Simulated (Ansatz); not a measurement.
# Au(100) film, 1 layer, flat: channels in plane against thickness

Aim: the ballistic channels of flat films against thickness, first Au(100) film, 1 layer, flat.

Main program and level: Ansatz 0.2.0; Ansatz plane-wave DFT, PBE, PAW files; ballistic transport by layer matching (Landauer), zero bias.

This is a report of a sequence of runs, with most program output left out.

### 1. Set-up

The cell holds 1 atom: 1 Au. Cell: a = 11.000 Å, b = 2.884 Å, c = 2.884 Å, α = 90.0°, β = 90.0°, γ = 90.0°. It derives from Au. Vacuum lies along a. The structure's axis is c.

Structure file:

```cif
data_structure
_symmetry_space_group_name_H-M 'P 1'
_symmetry_Int_Tables_number 1
_cell_length_a 11.0000
_cell_length_b 2.8838
_cell_length_c 2.8838
_cell_angle_alpha 90.000
_cell_angle_beta 90.000
_cell_angle_gamma 90.000
_cell_volume 91.48
loop_
_atom_site_label
_atom_site_type_symbol
_atom_site_fract_x
_atom_site_fract_y
_atom_site_fract_z
_atom_site_occupancy
Au1 Au 0.40909 0.00000 0.00000 1
```

### 2. With 1 layer

Vacuum lies along the first vector, which takes one k-point, and the current runs in the film's plane. One period is a perfect wire, so its channels are the result. Energies from -0.27 to 0.27 eV in steps of 0.036 eV cover the slope of the Fermi function at 300 K, so the program can form a conductance.

Contents of input.yaml:

```yaml
crystal:
  lattice:
    - [11.0, 0.0, 0.0]
    - [0.0, 2.8837582304, 0.0]
    - [0.0, 0.0, 2.8837582304]
  atoms:
    - { symbol: Au, position: [0.4090909091, 0.0, 0.0] }
kpoints:
  mp_grid: { grid: [1, 14, 14] }
hamiltonian:
  xc: pbe
scf:
  occupations: { method: fermi_dirac, width: 0.1 }
output:
  transmission:
    leads: [[0, 0]]
    kmesh: [1, 42]
    e_range: [-0.27, 0.27]
    de: 0.036
```

The run is started by

```sh
> ansatz run input.yaml --threads 4 --pin off --max-ram 8192MiB --backend cpu --events-out ev --progress --plain --runs-dir out
```

Wall time 66 s (4 threads of Arm Neoverse V2, shared host); peak memory 0.7 GiB.

This step gave:

- free energy: -13148.5365 eV
- energy at zero smearing: -13148.5305 eV
- Fermi energy: -1.273 eV
- cell area: 31.72 Å²
- estimated errors of the lead's conductance: 0, 9.9, 2.3 % (band edges, k-mesh, distance from neutral)
- lead conductance per cell: 0.8873 G₀

Per spin. Open channels, zone mean, lead against energy, zero at the Fermi level:

```csv
energy (eV),"open channels, zone mean, lead"
-0.270,0.952
-0.234,0.905
-0.198,0.905
-0.162,0.905
-0.126,0.952
-0.090,0.905
-0.054,0.905
-0.018,0.905
0.018,0.857
0.054,0.857
0.090,0.810
0.126,0.786
0.162,0.786
0.198,0.786
0.234,0.786
0.270,0.786
```

The program's largest error estimate for it is 9.9 %, from the k-mesh.

### 3. With 2 layers, thickness 4.078 A

The film grows to 2 layers.

System of this step: Au(100) film, 2 layers, flat. The cell holds 2 atoms: 2 Au. Cell: a = 13.039 Å, b = 2.884 Å, c = 2.884 Å, α = 90.0°, β = 90.0°, γ = 90.0°. It derives from Au. Vacuum lies along a. The structure's axis is c.

input.yaml, the sections that differ from step 2:

```yaml
crystal:
  lattice:
    - [13.039125, 0.0, 0.0]
    - [0.0, 2.8837582304, 0.0]
    - [0.0, 0.0, 2.8837582304]
  atoms:
    - { symbol: Au, position: [0.3451151822, 0.0, 0.0] }
    - { symbol: Au, position: [0.5015002924, 0.5, 0.5] }
# kpoints, hamiltonian, scf, output: as in step 2
```

The job ended after 1.9 min (4 threads; peak memory 0.93 GiB; 7.5 min of CPU time).

This step gave:

```yaml
free_energy: -26297.7523 eV
energy_at_zero_smearing: -26297.7414 eV
fermi_energy: 2.695 eV
cell_area: 37.60 Å²
estimated_errors_of_the_lead_s_conductance: 0, 7.4, 0.2 % (band edges, k-mesh, distance from neutral)
lead_conductance_per_cell: 1.525 G₀
```

Per spin. Open channels, zone mean, lead against energy, zero at the Fermi level:

```csv
energy (eV),"open channels, zone mean, lead"
-0.270,1.48
-0.234,1.48
-0.198,1.48
-0.162,1.48
-0.126,1.52
-0.090,1.52
-0.054,1.52
-0.018,1.52
0.018,1.52
0.054,1.52
0.090,1.52
0.126,1.57
0.162,1.62
0.198,1.62
0.234,1.62
0.270,1.62
```

The lead conductance per cell is 1.52 G₀, 1.7 times the 0.887 G₀ of the last finished run.

### 4. With 3 layers, thickness 6.117 A

The film grows to 3 layers.

System of this step: Au(100) film, 3 layers, flat. The cell holds 3 atoms: 3 Au. Cell: a = 15.078 Å, b = 2.884 Å, c = 2.884 Å, α = 90.0°, β = 90.0°, γ = 90.0°. It derives from Au. Vacuum lies along a. The structure's axis is c.

input.yaml, the sections that differ from step 3:

```yaml
crystal:
  lattice:
    - [15.07825, 0.0, 0.0]
    - [0.0, 2.8837582304, 0.0]
    - [0.0, 0.0, 2.8837582304]
  atoms:
    - { symbol: Au, position: [0.2984431217, 0.0, 0.0] }
    - { symbol: Au, position: [0.4336793063, 0.5, 0.5] }
    - { symbol: Au, position: [0.5689154909, 0.0, 0.0] }
# kpoints, hamiltonian, scf, output: as in step 3
```

Run time: 3.2 min. Hardware: 4 threads; peak memory 1.2 GiB.

This step gave:

```yaml
free_energy: -39447.0803 eV
energy_at_zero_smearing: -39447.0665 eV
fermi_energy: 5.263 eV
cell_area: 43.48 Å²
estimated_errors_of_the_lead_s_conductance: 0, 7, 0 % (band edges, k-mesh, distance from neutral)
lead_conductance_per_cell: 2.261 G₀
```

Per spin. Open channels, zone mean, lead against energy, zero at the Fermi level:

```csv
energy (eV),"open channels, zone mean, lead"
-0.270,2.17
-0.234,2.17
-0.198,2.17
-0.162,2.17
-0.126,2.21
-0.090,2.26
-0.054,2.26
-0.018,2.26
0.018,2.26
0.054,2.26
0.090,2.26
0.126,2.26
0.162,2.26
0.198,2.31
0.234,2.36
0.270,2.36
```

The lead conductance per cell is 2.26 G₀, 48 % over the 1.52 G₀ of the last finished run.

### 5. With 4 layers, thickness 8.156 A

The film grows to 4 layers.

System of this step: Au(100) film, 4 layers, flat. The cell holds 4 atoms: 4 Au. Cell: a = 17.117 Å, b = 2.884 Å, c = 2.884 Å, α = 90.0°, β = 90.0°, γ = 90.0°. It derives from Au. Vacuum lies along a. The structure's axis is c.

input.yaml, the sections that differ from step 4:

```yaml
crystal:
  lattice:
    - [17.117375, 0.0, 0.0]
    - [0.0, 2.8837582304, 0.0]
    - [0.0, 0.0, 2.8837582304]
  atoms:
    - { symbol: Au, position: [0.2628907762, 0.0, 0.0] }
    - { symbol: Au, position: [0.3820168104, 0.5, 0.5] }
    - { symbol: Au, position: [0.5011428446, 0.0, 0.0] }
    - { symbol: Au, position: [0.6202688788, 0.5, 0.5] }
# kpoints, hamiltonian, scf, output: as in step 4
```

Wall time 5.1 min (4 threads); peak memory 1.5 GiB.

This step gave:

- free energy: -52596.3853 eV
- energy at zero smearing: -52596.3646 eV
- Fermi energy: 7.164 eV
- cell area: 49.36 Å²
- estimated errors of the lead's conductance: 0, 5.9, 0 % (band edges, k-mesh, distance from neutral)
- lead conductance per cell: 2.756 G₀

Per spin. Table of open channels, zone mean, lead by energy, zero at the Fermi level:

```csv
energy (eV),"open channels, zone mean, lead"
-0.270,2.76
-0.234,2.81
-0.198,2.81
-0.162,2.86
-0.126,2.86
-0.090,2.76
-0.054,2.76
-0.018,2.71
0.018,2.76
0.054,2.76
0.090,2.76
0.126,2.67
0.162,2.76
0.198,2.90
0.234,3
0.270,2.95
```

The lead conductance per cell is 2.76 G₀, 22 % over the 2.26 G₀ of the last finished run.

### 6. With 5 layers, thickness 10.196 A

The film grows to 5 layers.

System of this step: Au(100) film, 5 layers, flat. The cell holds 5 atoms: 5 Au. Its edges and angles: a = 19.157 Å, b = 2.884 Å, c = 2.884 Å, α = 90.0°, β = 90.0°, γ = 90.0°. It derives from Au. Vacuum lies along a. The structure's axis is c.

input.yaml, the sections that differ from step 5:

```yaml
crystal:
  lattice:
    - [19.1565, 0.0, 0.0]
    - [0.0, 2.8837582304, 0.0]
    - [0.0, 0.0, 2.8837582304]
  atoms:
    - { symbol: Au, position: [0.2349072117, 0.0, 0.0] }
    - { symbol: Au, position: [0.3413528045, 0.5, 0.5] }
    - { symbol: Au, position: [0.4477983974, 0.0, 0.0] }
    - { symbol: Au, position: [0.5542439903, 0.5, 0.5] }
    - { symbol: Au, position: [0.6606895832, 0.0, 0.0] }
# kpoints, hamiltonian, scf, output: as in step 5
```

Wall time 8.4 min (4 threads); peak memory 1.9 GiB; 32 min of CPU time.

This step gave:

| Item | Value |
| --- | --- |
| free energy | -65745.7013 eV |
| energy at zero smearing | -65745.6754 eV |
| Fermi energy | 8.639 eV |
| cell area | 55.24 Å² |
| estimated errors of the lead's conductance | 0, 6.8, 0 % (band edges, k-mesh, distance from neutral) |
| lead conductance per cell | 3.240 G₀ |

Per spin. Table of open channels, zone mean, lead by energy, zero at the Fermi level:

```csv
energy (eV),"open channels, zone mean, lead"
-0.270,3.33
-0.234,3.33
-0.198,3.29
-0.162,3.29
-0.126,3.33
-0.090,3.19
-0.054,3.31
-0.018,3.21
0.018,3.26
0.054,3.21
0.090,3.26
0.126,3.17
0.162,3.31
0.198,3.40
0.234,3.40
0.270,3.55
```

The lead conductance per cell is 3.24 G₀, 18 % over the 2.76 G₀ of the last finished run.

### 7. The ladder

Times are for 4 threads of Arm Neoverse V2, shared host. Results by setting:

```csv
no.,layers,lead conductance per cell (G₀),time,memory (GiB)
1,1,0.8873,66 s,0.7
2,2,1.525,1.9 min,0.93
3,3,2.261,3.2 min,1.2
4,4,2.756,5.1 min,1.5
5,5,3.240,8.4 min,1.9
```

The runs together. Open channels, zone mean against energy, zero at the Fermi level:

```csv
energy (eV),1,2,3,4,5
-0.270,0.952,1.48,2.17,2.76,3.33
-0.234,0.905,1.48,2.17,2.81,3.33
-0.198,0.905,1.48,2.17,2.81,3.29
-0.162,0.905,1.48,2.17,2.86,3.29
-0.126,0.952,1.52,2.21,2.86,3.33
-0.090,0.905,1.52,2.26,2.76,3.19
-0.054,0.905,1.52,2.26,2.76,3.31
-0.018,0.905,1.52,2.26,2.71,3.21
0.018,0.857,1.52,2.26,2.76,3.26
0.054,0.857,1.52,2.26,2.76,3.21
0.090,0.810,1.52,2.26,2.76,3.26
0.126,0.786,1.57,2.26,2.67,3.17
0.162,0.786,1.62,2.26,2.76,3.31
0.198,0.786,1.62,2.31,2.90,3.40
0.234,0.786,1.62,2.36,3,3.40
0.270,0.786,1.62,2.36,2.95,3.55
```

### 8. Results

```json
{
 "conductance per cell, 1 layer": "0.887 G₀",
 "conductance per cell, 2 layers": "1.52 G₀",
 "conductance per cell, 3 layers": "2.26 G₀",
 "conductance per cell, 4 layers": "2.76 G₀",
 "conductance per cell, 5 layers": "3.24 G₀"
}
```

**Reading.** The conductance per cell width goes from 0.887 G0 at 1 to 3.24 G0 at 5 layers. Over the film's own cross-section (layers × spacing × width) the conductance runs from 1.2 to 0.85×10¹⁵ S/m²; that nominal section leaves out the charge that spills into the vacuum, which flatters the thinnest films. The gains from one thickness to the next are 0.64, 0.74, 0.50 and 0.48 G0 per added layer; their spread isn't beyond the error estimates. The film repeats perfectly along the current, so nothing scatters; its faces are clean and not relaxed. Spin-orbit coupling is left out, which matters for Au. The program's error estimates for the conductances, leads' steps apart, run from 5.9 to 9.9 %.

[Logs are printed without paths, hosts, clocks, repeated set-up lines and the standing remarks that a program may print on its own settings, such as how far it seeks lower states.]

[Hosts, paths, dates, database ids (printed as entryN), source tags and the programs' standing remarks are cut or masked in the printed files.]
